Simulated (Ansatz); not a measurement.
## Electron–phonon scattering in Ir-Rh-Rh-Rh-Ir stack of (111) layers

Aim: how strongly do electrons couple to phonons in Ir-Rh-Rh-Rh-Ir stack of (111) layers, and what resistivity does that give?

Calculated with Ansatz 0.2.0; DFT PBE, scalar-relativistic, plane waves, PAW; PAW set soft_1.

### Step 1. The structure

The cell holds 5 atoms: 2 Ir and 3 Rh. Cell: a = 2.687 Å, b = 2.687 Å, c = 19.776 Å, α = 90.0°, β = 90.0°, γ = 120.0°. Vacuum lies along c.

As a file:

```cif
data_structure
_symmetry_space_group_name_H-M 'P 1'
_symmetry_Int_Tables_number 1
_cell_length_a 2.6870
_cell_length_b 2.6870
_cell_length_c 19.7757
_cell_angle_alpha 90.000
_cell_angle_beta 90.000
_cell_angle_gamma 120.000
_cell_volume 123.65
loop_
_atom_site_label
_atom_site_type_symbol
_atom_site_fract_x
_atom_site_fract_y
_atom_site_fract_z
_atom_site_occupancy
Ir1 Ir 0.00000 0.00000 0.27812 1
Rh2 Rh 0.33333 0.66667 0.38906 1
Rh3 Rh 0.66667 0.33333 0.50000 1
Rh4 Rh 0.00000 0.00000 0.61094 1
Ir5 Ir 0.33333 0.66667 0.72188 1
```

### Step 2. Relaxing cell and atoms

Lattice constant and positions set the bands and the force constants, so the cell is relaxed first.

Input file input.yaml:

```yaml
crystal:
  lattice:
    - [2.68701, 0.0, 0.0]
    - [-1.3435, 2.32702, 0.0]
    - [0.0, 0.0, 19.77572]
  atoms:
    - { symbol: Ir, position: [0.0, 0.0, 0.27811877] }
    - { symbol: Rh, position: [0.33333333, 0.66666667, 0.38905938] }
    - { symbol: Rh, position: [0.66666667, 0.33333333, 0.5] }
    - { symbol: Rh, position: [0.0, 0.0, 0.61094062] }
    - { symbol: Ir, position: [0.33333333, 0.66666667, 0.72188123] }
  periodic: [true, true, false]
kpoints:
  mp_grid: { grid: [12, 12, 1] }
hamiltonian:
  xc: pbe
  pseudopotentials: { kind: paw, azcp: { folder: soft_1 } }
scf:
  occupations: { method: gaussian, width: 0.1 }
output:
  forces: true
  stress: true
  eigenvalues: true
relax:
  adjacent_minimum: "off"
  f_tol: 0.005
  max_steps: 80
  cell: { stress_2d_tol: 0.02 }
```

Launch:

```console
$ ansatz run input.yaml --threads 4 --pin off --max-ram 12288MiB --backend cpu --events-out ev --progress --plain --runs-dir out
```

Numbers of over 12 decimals in the logs are rounded to 6 here.

Log:

```text
Warning: crystal.periodic: the lattice vector that does not repeat stood 0.000° off the slab's normal, 19.776 Å along it as the deck builds it. The run solves the slab on a vector along the normal, 41.351 Å long, with every atom where it was (on the deck's vector they left 11.00 Å outside them, and the widest stretch free of ions among them is 2.19 Å). A fractional position that the run reports is one of the run's ce [...]
crystal.periodic: the lattice vector that does not repeat stood 0.000° off the slab's normal, 19.776 Å along it as the deck builds it. The run solves the slab on a vector along the normal, 41.351 Å long, with every atom where it was (on the deck's vector they left 11.00 Å outside them, and the widest stretch free of ions among them is 2.19 Å). A fractional position that the run reports is one of the run's cell, which [...]
Engine: ansatz 0.2.0, aarch64-unknown-linux-gnu
Pseudopotentials: kind: paw
Pseudopotential: Ir, paw, valence charge 17, recommended cutoff 420 eV (normal), soft_1/Ir.paw.azcp
Pseudopotential: Rh, paw, valence charge 17, recommended cutoff 420 eV (normal), soft_1/Rh.paw.azcp
Functional definition: PBE
  parameter kappa = 0.804
  parameter beta = 0.066725
  exchange = pbe_x(kappa = kappa, mu = beta*pi^2/3)
  correlation = pbe_c(beta = beta)
Crystal: 5 atoms, lattice volume = 258.559 Å³
Basis set: ecut = 420 eV, 5113 PW (Γ), exchange–correlation on 36×36×576 points (8 copies of the dense FFT grid, shifted against one another)
Bands: 51, of which v1, the nominal top of the filled ones, is band 43 counted from 1 (42 counted from 0)
Symmetry: 12 space group operations
Space group: P-3m1 (ITA 164), of the structure as read, at distance tolerance 6.4e-5 Å
k-points: 19 of 144
Non-local potential: Ir, projectors of the file, l = 0: 3, l = 1: 2, l = 2: 2, l = 3: 1
Non-local potential: Rh, projectors of the file, l = 0: 3, l = 1: 2, l = 2: 2, l = 3: 1
PAW form: soft (Blöchl's): semilocal exchange-correlation on the pseudo side does not see the compensation charge
PAW one-centre angular grid: Ir, 590 points (default); XC on 64 Gauss nodes
PAW one-centre angular grid: Rh, 590 points (default); XC on 64 Gauss nodes
Initial density: superposition of atomic densities (neutral atoms: chi_scale 0, normalization atom)
Initial wavefunctions: pseudopotential atomic-orbital guess
Functional: x = pbe(κ = 0.804, μ = 0.219515), c = pbe(β = 0.066725)
SCF iter   1: F=—  HF=-43083.400997 eV  |F-HF|=—  |Δ(HF+E_count)|=         —  Δρ=6.96e-2  dr2=3.81e1  ethr=3.10e-3  ⟨swp⟩=16.9  Hψ=7107  notcnv=0  defer=2
preconditioner: auto → LDOS  [metal: Δε(μ)=0.014 eV  Ē_g=6.112 eV  σ=0.100 eV  W_gap=0.08  n_scr=28 (ndim 8)  ℏωp=15.5 eV  f_vac=0.690  D(μ)=4.82/eV (n_scr^D=24)  β→1.0]
SCF iter   2: F=—  HF=-43085.381977 eV  |F-HF|=—  |Δ(HF+E_count)|=    1.98e0  Δρ=9.91e-2  dr2=6.73e1  ethr=3.10e-3  ⟨swp⟩=4.9  Hψ=3063  notcnv=0  defer=37
SCF iter   3: F=—  HF=-43081.182094 eV  |F-HF|=—  |Δ(HF+E_count)|=    4.20e0  Δρ=2.94e-2  dr2=4.33e0  ethr=3.10e-3  ⟨swp⟩=3.2  Hψ=2372  notcnv=0  defer=26
SCF iter   4: F=—  HF=-43080.866843 eV  |F-HF|=—  |Δ(HF+E_count)|=   3.15e-1  Δρ=8.22e-3  dr2=1.09e0  ethr=3.10e-3  ⟨swp⟩=2.8  Hψ=2048  notcnv=0  defer=20
SCF iter   5: F=—  HF=-43080.801300 eV  |F-HF|=—  |Δ(HF+E_count)|=   6.55e-2  Δρ=4.11e-3  dr2=3.25e-1  ethr=1.28e-3  ⟨swp⟩=3.4  Hψ=1712  notcnv=0  defer=22
SCF iter   6: F=—  HF=-43080.807825 eV  |F-HF|=—  |Δ(HF+E_count)|=   6.53e-3  Δρ=1.92e-3  dr2=2.42e-2  ethr=3.83e-4  ⟨swp⟩=3.1  Hψ=1762  notcnv=0  defer=22
SCF iter   7: F=—  HF=-43080.805037 eV  |F-HF|=—  |Δ(HF+E_count)|=   2.79e-3  Δρ=6.47e-4  dr2=1.06e-3  ethr=2.85e-5  ⟨swp⟩=3.3  Hψ=1972  notcnv=0  defer=22
SCF iter   8: F=—  HF=-43080.805045 eV  |F-HF|=—  |Δ(HF+E_count)|=   8.00e-6  Δρ=4.75e-4  dr2=2.37e-3  ethr=1.25e-6  ⟨swp⟩=3.7  Hψ=2389  notcnv=0  defer=22
SCF iter   9: F=—  HF=-43080.804914 eV  |F-HF|=—  |Δ(HF+E_count)|=   1.31e-4  Δρ=2.06e-4  dr2=4.75e-4  ethr=1.25e-6  ⟨swp⟩=2.0  Hψ=1304  notcnv=0  defer=22
SCF iter  10: F=—  HF=-43080.804900 eV  |F-HF|=—  |Δ(HF+E_count)|=   1.39e-5  Δρ=6.66e-5  dr2=1.31e-5  ethr=5.59e-7  ⟨swp⟩=2.6  Hψ=1596  notcnv=0  defer=22
SCF iter  11: F=—  HF=-43080.805229 eV  |F-HF|=—  |Δ(HF+E_count)|=   3.30e-4  Δρ=3.05e-5  dr2=2.95e-6  ethr=1.54e-8  ⟨swp⟩=3.7  Hψ=2491  notcnv=0  defer=22
SCF iter  12: F=—  HF=-43080.805229 eV  |F-HF|=—  |Δ(HF+E_count)|=   5.50e-7  Δρ=1.30e-5  dr2=3.31e-7  ethr=3.47e-9  ⟨swp⟩=3.2  Hψ=1908  notcnv=0  defer=22
SCF iter  13: F=-43080.805229 eV  HF=-43080.805229 eV  |F-HF|=5.45e-9  |Δ(HF+E_count)|=   7.03e-8  Δρ=8.35e-7  dr2=3.06e-9  ethr=1.18e-10  ⟨swp⟩=20.1  Hψ=6124  notcnv=0
SCF 1 converged in 13 iterations: F = -43080.805229 eV  dr2 = 3.06e-9
  greatest PAW one-centre occupation: 1.000 electrons in one spin orbital (limit 2), on the Rh atom at site 2 (counted from 0), in its partial waves of l = 0
relax step   1: F+E_penalty+E_count = -43080.80522876 eV  Δ(F+E_penalty+E_count) = +0.000e0 eV  max|allowed force component| = 2.109e-1 eV/Å  Δτ_max = 0.0000 Å  P = -0.882 N/m  Ω = 258.559 Å³  fix = [c, alpha, beta]  reactions: c +0.000 N/m  (13 SCF iters, dr2 threshold 1.00e-7 eV, accepted)
Crystal: 5 atoms, lattice volume = 256.733 Å³
Basis set: ecut = 420 eV, 5101 PW (Γ), exchange–correlation on 36×36×576 points (8 copies of the dense FFT grid, shifted against one another)
Initial density: handed on by an earlier stage of this run
Initial wavefunctions: those handed on with the density
iter 1 solved again at ethr=2.89e-4 eV; its pass at ethr=3.10e-3 eV (dr2=2.46e-1 eV) is discarded
SCF iter   1: F=—  HF=-43080.816565 eV  |F-HF|=—  |Δ(HF+E_count)|=         —  Δρ=5.33e-3  dr2=2.42e-1  ethr=2.89e-4  ⟨swp⟩=2.8  Hψ=5892  notcnv=0
preconditioner: auto → LDOS  [metal: Δε(μ)=0.030 eV  Ē_g=5.882 eV  σ=0.100 eV  W_gap=0.17  n_scr=28 (ndim 8)  ℏωp=15.5 eV  f_vac=0.690  D(μ)=6.11/eV (n_scr^D=26)  β→1.0]
SCF iter   2: F=—  HF=-43080.815702 eV  |F-HF|=—  |Δ(HF+E_count)|=   8.62e-4  Δρ=2.03e-3  dr2=2.27e-2  ethr=2.85e-4  ⟨swp⟩=2.6  Hψ=1601  notcnv=0
SCF iter   3: F=—  HF=-43080.814427 eV  |F-HF|=—  |Δ(HF+E_count)|=   1.28e-3  Δρ=1.61e-3  dr2=1.81e-2  ethr=2.67e-5  ⟨swp⟩=3.9  Hψ=2447  notcnv=0
SCF iter   4: F=—  HF=-43080.810668 eV  |F-HF|=—  |Δ(HF+E_count)|=   3.76e-3  Δρ=5.49e-4  dr2=1.85e-3  ethr=2.13e-5  ⟨swp⟩=2.7  Hψ=1629  notcnv=0
SCF iter   5: F=—  HF=-43080.810263 eV  |F-HF|=—  |Δ(HF+E_count)|=   4.06e-4  Δρ=1.08e-4  dr2=1.09e-4  ethr=2.18e-6  ⟨swp⟩=3.5  Hψ=2116  notcnv=0
SCF iter   6: F=—  HF=-43080.810580 eV  |F-HF|=—  |Δ(HF+E_count)|=   3.17e-4  Δρ=3.62e-5  dr2=4.09e-6  ethr=1.28e-7  ⟨swp⟩=3.8  Hψ=2242  notcnv=0
SCF iter   7: F=—  HF=-43080.810582 eV  |F-HF|=—  |Δ(HF+E_count)|=   2.49e-6  Δρ=1.05e-5  dr2=5.06e-7  ethr=5.88e-10  ⟨swp⟩=17.3  Hψ=7268  notcnv=0
SCF iter   8: F=-43080.810583 eV  HF=-43080.810583 eV  |F-HF|=7.10e-8  |Δ(HF+E_count)|=   5.87e-7  Δρ=2.95e-6  dr2=1.53e-8  ethr=5.88e-10  ⟨swp⟩=7.9  Hψ=4020  notcnv=0
SCF 2 converged in 8 iterations: F = -43080.810583 eV  dr2 = 1.53e-8
relax step   2: F+E_penalty+E_count = -43080.81058290 eV  Δ(F+E_penalty+E_count) = -5.354e-3 eV  max|allowed force component| = 1.045e-1 eV/Å  Δτ_max = 0.0639 Å  P = +0.335 N/m  Ω = 256.733 Å³  energy of the carried Pulay correction = +3.432e-4 eV  fix = [c, alpha, beta]  reactions: c +0.000 N/m  (8 SCF iters, dr2 threshold 5.00e-7 eV, accepted)
Crystal: 5 atoms, lattice volume = 257.358 Å³
iter 1 solved again at ethr=4.72e-5 eV; its pass at ethr=3.10e-3 eV (dr2=4.01e-2 eV) is discarded
SCF iter   1: F=—  HF=-43080.815020 eV  |F-HF|=—  |Δ(HF+E_count)|=         —  Δρ=2.09e-3  dr2=3.77e-2  ethr=4.72e-5  ⟨swp⟩=3.1  Hψ=4936  notcnv=0
preconditioner: auto → LDOS  [metal: Δε(μ)=0.053 eV  Ē_g=5.905 eV  σ=0.100 eV  W_gap=0.29  n_scr=28 (ndim 8)  ℏωp=15.5 eV  f_vac=0.691  D(μ)=5.58/eV (n_scr^D=26)  β→1.0]
SCF iter   2: F=—  HF=-43080.814967 eV  |F-HF|=—  |Δ(HF+E_count)|=   5.31e-5  Δρ=8.85e-4  dr2=3.34e-3  ethr=4.44e-5  ⟨swp⟩=2.3  Hψ=1425  notcnv=0
SCF iter   3: F=—  HF=-43080.814562 eV  |F-HF|=—  |Δ(HF+E_count)|=   4.05e-4  Δρ=5.92e-4  dr2=2.27e-3  ethr=3.93e-6  ⟨swp⟩=4.1  Hψ=2491  notcnv=0
SCF iter   4: F=—  HF=-43080.814024 eV  |F-HF|=—  |Δ(HF+E_count)|=   5.38e-4  Δρ=1.28e-4  dr2=7.00e-5  ethr=2.67e-6  ⟨swp⟩=3.0  Hψ=1788  notcnv=0
SCF iter   5: F=—  HF=-43080.814339 eV  |F-HF|=—  |Δ(HF+E_count)|=   3.15e-4  Δρ=3.37e-5  dr2=3.74e-6  ethr=8.23e-8  ⟨swp⟩=3.3  Hψ=2139  notcnv=0
SCF iter   6: F=—  HF=-43080.814342 eV  |F-HF|=—  |Δ(HF+E_count)|=   2.78e-6  Δρ=1.27e-5  dr2=5.93e-7  ethr=5.88e-10  ⟨swp⟩=16.6  Hψ=7083  notcnv=0
SCF iter   7: F=-43080.814342 eV  HF=-43080.814342 eV  |F-HF|=8.68e-8  |Δ(HF+E_count)|=   6.36e-7  Δρ=4.08e-6  dr2=7.38e-8  ethr=5.88e-10  ⟨swp⟩=7.9  Hψ=4025  notcnv=0
SCF 3 converged in 7 iterations: F = -43080.814342 eV  dr2 = 7.38e-8
relax step   3: F+E_penalty+E_count = -43080.81434233 eV  Δ(F+E_penalty+E_count) = -3.759e-3 eV  max|allowed force component| = 1.333e-2 eV/Å  Δτ_max = 0.0262 Å  P = +0.036 N/m  Ω = 257.358 Å³  energy of the carried Pulay correction = +2.256e-4 eV  fix = [c, alpha, beta]  reactions: c +0.000 N/m  (7 SCF iters, dr2 threshold 5.00e-7 eV, accepted)
[...]
relax step   4: F+E_penalty+E_count = -43080.81435034 eV  Δ(F+E_penalty+E_count) = -8.010e-6 eV  max|allowed force component| = 2.892e-4 eV/Å  Δτ_max = 0.0014 Å  P = -0.013 N/m  Ω = 257.400 Å³  energy of the carried Pulay correction = +2.176e-4 eV  fix = [c, alpha, beta]  reactions: c -0.000 N/m  (5 SCF iters, dr2 threshold 1.11e-8 eV, accepted)
Initial wavefunctions: pseudopotential atomic-orbital guess (no wavefunctions were taken with the density)
iter 1 solved again at ethr=3.01e-7 eV; its pass at ethr=3.10e-3 eV (dr2=2.56e-4 eV) is discarded
SCF iter   1: F=—  HF=-43080.813802 eV  |F-HF|=—  |Δ(HF+E_count)|=         —  Δρ=7.81e-6  dr2=3.66e-8  ethr=3.01e-7  ⟨swp⟩=7.0  Hψ=12055  notcnv=0
eigensolver tolerance schedule: the retry pair's looser diagonalisation over-reported the residual by 6990.40 of it (diagonalisation noise at 2.11 of the residual, at the tolerance the schedule requests for it); recorded, not acted on — ethr = c·dr2/N_el stays at c = 1.0e-1
preconditioner: auto → LDOS  [metal: Δε(μ)=0.056 eV  Ē_g=5.901 eV  σ=0.100 eV  W_gap=0.30  n_scr=28 (ndim 8)  ℏωp=15.5 eV  f_vac=0.691  D(μ)=5.69/eV (n_scr^D=26)  β→1.0]
SCF iter   2: F=—  HF=-43080.814122 eV  |F-HF|=—  |Δ(HF+E_count)|=   3.20e-4  Δρ=4.19e-6  dr2=6.66e-8  ethr=4.30e-11  ⟨swp⟩=7.1  Hψ=4411  notcnv=0
SCF iter   3: F=—  HF=-43080.814122 eV  |F-HF|=—  |Δ(HF+E_count)|=   4.18e-9  Δρ=9.03e-7  dr2=2.92e-9  ethr=4.30e-11  ⟨swp⟩=3.8  Hψ=2341  notcnv=0
SCF iter   4: F=—  HF=-43080.814122 eV  |F-HF|=—  |Δ(HF+E_count)|=   3.03e-9  Δρ=3.78e-7  dr2=6.29e-10  ethr=3.44e-12  ⟨swp⟩=3.3  Hψ=2264  notcnv=0
SCF iter   5: F=—  HF=-43080.814122 eV  |F-HF|=—  |Δ(HF+E_count)|=   2.34e-9  Δρ=7.27e-8  dr2=1.72e-11  ethr=1.00e-12  ⟨swp⟩=3.3  Hψ=1965  notcnv=0
SCF iter   6: F=—  HF=-43080.814122 eV  |F-HF|=—  |Δ(HF+E_count)|=  1.02e-10  Δρ=1.63e-8  dr2=2.47e-12  ethr=1.00e-12  ⟨swp⟩=1.3  Hψ=1127  notcnv=0
SCF iter   7: F=-43080.814122 eV  HF=-43080.814122 eV  |F-HF|=1.06e-9  |Δ(HF+E_count)|=  1.46e-10  Δρ=2.58e-8  dr2=2.21e-12  ethr=1.00e-12  ⟨swp⟩=16.2  Hψ=7245  notcnv=0
SCF 5 converged in 7 iterations: F = -43080.814122 eV  dr2 = 2.21e-12
relax step   5: F+E_penalty+E_count = -43080.81412165 eV  Δ(F+E_penalty+E_count) = +2.287e-4 eV  max|allowed force component| = 3.199e-4 eV/Å  Δτ_max = 0.0000 Å  P = -0.012 N/m  Ω = 257.400 Å³  fix = [c, alpha, beta]  reactions: c -0.000 N/m  stress off target by 1.18e-2 N/m on what of the cell is left free  SCF on the basis re-selected at this cell (its energy is not comparable with the rows above)  (7 SCF iters)
basis re-selected at this cell: Δ(F+E_penalty+E_count) = +2.287e-4 eV, ΔP = +0.001 N/m vs the last step (what re-selecting the basis moved, of the pressure what is left beyond the Pulay correction that the steps carried, after the strain that the cell walked since its last selection, with what the two solves' SCF thresholds leave and, on support functions, any second-order correction that the steps lacked; it is no m [...]
SCF converged after 7 iterations
Free energy (F): -43080.814122 eV
Harris-Foulkes:  -43080.814122 eV  (|F-HF|=1.06e-9)
Internal energy: -43080.785668 eV  (E = F + TS)
E sigma→0 (E₀):  -43080.799895 eV
Entropy (-TS):   -0.028453 eV (-5.691 meV/atom)
Fermi energy:    -5.530292 eV
--- Per-component energies (eV) ---
  E_band       = -2888.712132
  E_kinetic    = 2687.758029
  E_local      = -709806.044686  (includes V_loc(G=0)·N_el)
  E_nonlocal   = 1274.802094
  E_hartree    = 352826.141513
  E_xc         = -1063.445116
  E_vxc        = -1269.709829  (∫ρ·V_xc dr)
  E_paw        = -29340.142544  (= ΣΔE_a)
  E_vpaw       = -1427.801778  (= ΣTr[D̂ρ^β])
  E_aug_tail   = 0.000925  (compensation charges beyond the density's cutoff)
  E_ewald      = 340340.144116
  E_smearing   = -0.028453  (= −TS)
  E_closure    = 0.000000  (closes the sum)
  Σ components = -43080.814122   (vs F -43080.814122, Δ=0.00e0)
--- Forces (eV/Å), atoms counted from 1 ---
  atom   1  Ir     0.00000000    -0.00000000    -0.00031994
  atom   2  Rh     0.00000000    -0.00000000     0.00020587
  atom   3  Rh    -0.00000000    -0.00000000     0.00000000
  atom   4  Rh    -0.00000000     0.00000000    -0.00020587
  atom   5  Ir    -0.00000000     0.00000000     0.00031994
  max |Σ_I F_I| component: 5.78e-19 eV/Å
--- 2D stress c σ (N/m, compression-positive) ---
       -0.011765      -0.000000      -0.000000
       -0.000000      -0.011765       0.000000
       -0.000000       0.000000      -0.000000
  P = ½ c Tr σ = -0.0118 N/m
--- Band table (eV; the first three rows and the last of 19) ---
  k-point 0: bands = [... 39 lower, -6.5578, -6.5578, -6.4986, -6.4986, -5.8939, -5.8939, -5.7228, -5.1275, ... 4 higher]
  k-point 1: bands = [... 39 lower, -6.8142, -6.7647, -6.5272, -6.4435, -6.4306, -6.1995, -5.8879, -5.4003, ... 4 higher]
  k-point 2: bands = [... 39 lower, -7.4804, -7.2204, -6.9318, -6.8003, -6.4445, -6.0449, -5.8943, -5.1575, ... 4 higher]
  k-point 18: bands = [... 39 lower, -6.6462, -5.5122, -5.5122, -5.3137, -5.2020, -5.2020, 0.6068, 0.6068, ... 4 higher]
--- Relaxed structure (4 steps of the walk, 4 accepted, 1 SCFs on fresh bases) ---
  F+E_penalty+E_count = -43080.81412165 eV   max|allowed force component| = 3.199e-4 eV/Å   (the final SCF, on the basis selected at the relaxed cell)
  cell:  # Å, volume = 257.4000 Å³
    - [2.680980, -2.8802727724347266e-6, 0]
    - [-1.340488, 2.321799, 0]
    - [0, 0, 41.351444]
  atoms:
    - { symbol: Ir, position: [-3.700743401630842e-18, 1.9984014306768026e-17, 0.132120] }
    - { symbol: Rh, position: [0.333333, 0.666667, 0.185299] }
    - { symbol: Rh, position: [0.666667, 0.333333, 0.239118] }
    - { symbol: Rh, position: [-3.700743401630845e-18, 1.998401430676801e-17, 0.292937] }
    - { symbol: Ir, position: [0.333333, 0.666667, 0.346115] }
```

Wall time 23 s (4 threads of Arm Neoverse V2, shared host); peak memory 0.76 GiB; 89 s of CPU time.

The steps of the relaxation:

```csv
step,energy less that of the first step (eV),largest force component (eV/Å),volume (Å³)
1,0.0000,0.2109,258.56
2,-0.0054,0.1045,256.73
3,-0.0091,0.0133,257.36
4,-0.0091,0.0003,257.40
5*,-0.0089,0.0003,257.40
```

Relaxation steps marked * repeat the geometry before them on a plane-wave basis chosen anew for their cell, so energy and pressure can jump there.

The run keeps the 12 symmetry operations that it works with, so distortions that break them were not tested.

```csv
cell as run,before,after,change
a (Å),2.687,2.681,-0.2 %
b (Å),2.687,2.681,-0.2 %
```

The atoms that moved most (Å, along periodic axes as changes of fractional coordinates times the final cell, across vacuum about the mean position):

```csv
atom,dx,dy,dz,length
Ir5,0.000,0.000,0.037,0.037
Ir1,0.000,0.000,-0.037,0.037
Rh2,0.000,0.000,-0.032,0.032
Rh4,0.000,0.000,0.032,0.032
```

Final coordinates:

```xyz
5
Lattice="2.6810 0.0000 0.0000 -1.3405 2.3218 0.0000 0.0000 0.0000 41.3514" Properties=species:S:1:pos:R:3
Ir    0.0000    0.0000    5.4633
Rh    0.0000    1.5479    7.6624
Rh    1.3405    0.7739    9.8879
Rh    0.0000    0.0000   12.1134
Ir    0.0000    1.5479   14.3124
```

Numbers from this step:

| Quantity | Value |
| --- | --- |
| metallic on mesh | yes |
| gap on the k-mesh | 0 eV |

The relaxation ends with a largest force component of 3.2e-4 eV/Å.

### Step 3. Relaxing tightly for phonons

Phonons are second derivatives about the minimum, so the remaining forces must be small: the thresholds are tightened.

input.yaml, the sections that differ from step 2:

```yaml
crystal:
  lattice:
    - [2.6809803167, -2.8803e-06, 0.0]
    - [-1.340487664, 2.3217985015, 0.0]
    - [0.0, 0.0, 41.3514443109]
  atoms:
    - { symbol: Ir, position: [0.0, 0.0, 0.1321198783] }
    - { symbol: Rh, position: [0.3333333333, 0.6666666667, 0.1852985339] }
    - { symbol: Rh, position: [0.6666666667, 0.3333333333, 0.2391176455] }
    - { symbol: Rh, position: [0.0, 0.0, 0.292936757] }
    - { symbol: Ir, position: [0.3333333333, 0.6666666667, 0.3461154126] }
  periodic: [true, true, false]
scf:
  occupations: { method: methfessel_paxton, width: 0.2 }
relax:
  adjacent_minimum: "off"
  f_tol: 0.001
  max_steps: 60
  cell: { stress_2d_tol: 0.002 }
# kpoints, hamiltonian, output: as in step 2
```

Log:

```text
[the first part of the log is left out]
  E_ewald      = 340490.145560
  E_smearing   = 0.009934  (= −TS)
  E_closure    = -0.000000  (closes the sum)
  Σ components = -43080.797391   (vs F -43080.797391, Δ=0.00e0)
--- Forces (eV/Å), atoms counted from 1 ---
  atom   1  Ir     0.00000000    -0.00000000     0.00005798
  atom   2  Rh     0.00000000     0.00000000    -0.00006792
  atom   3  Rh     0.00000000    -0.00000000     0.00000000
  atom   4  Rh    -0.00000000     0.00000000     0.00006792
[...]
--- Relaxed structure (5 steps of the walk, 4 accepted, 1 SCFs on fresh bases) ---
[...]
cell:  # Å, volume = 257.2518 Å³
    - [2.680208, -2.8794342692016447e-6, 0]
    - [-1.340102, 2.321130, 0]
    - [0, 0, 41.3514443109]
  atoms:
    - { symbol: Ir, position: [-1.89365279308124e-18, -4.702108193911977e-17, 0.132087] }
    - { symbol: Rh, position: [0.333333, 0.666667, 0.185291] }
    - { symbol: Rh, position: [0.666667, 0.333333, 0.239118] }
    - { symbol: Rh, position: [-1.840277805848909e-18, -4.699439442067362e-17, 0.292944] }
    - { symbol: Ir, position: [0.333333, 0.666667, 0.346148] }
[key lines of the parts left out:]
P = ½ c Tr σ = 0.0000 N/m
```

The job ended after 28 s (4 threads; peak memory 0.76 GiB; 1.8 min of CPU time).

Little changed from the start: no atom moved by 0.005 Å and no cell edge by 0.1 %.

(Part 1 of 3 ends here.)

[Logs are printed without paths, hosts, clocks, repeated set-up lines and the standing remarks that a program may print on its own settings, such as how far it seeks lower states.]

[Hosts, paths, dates, database ids (printed as entryN), source tags and the programs' standing remarks are cut or masked in the printed files.]
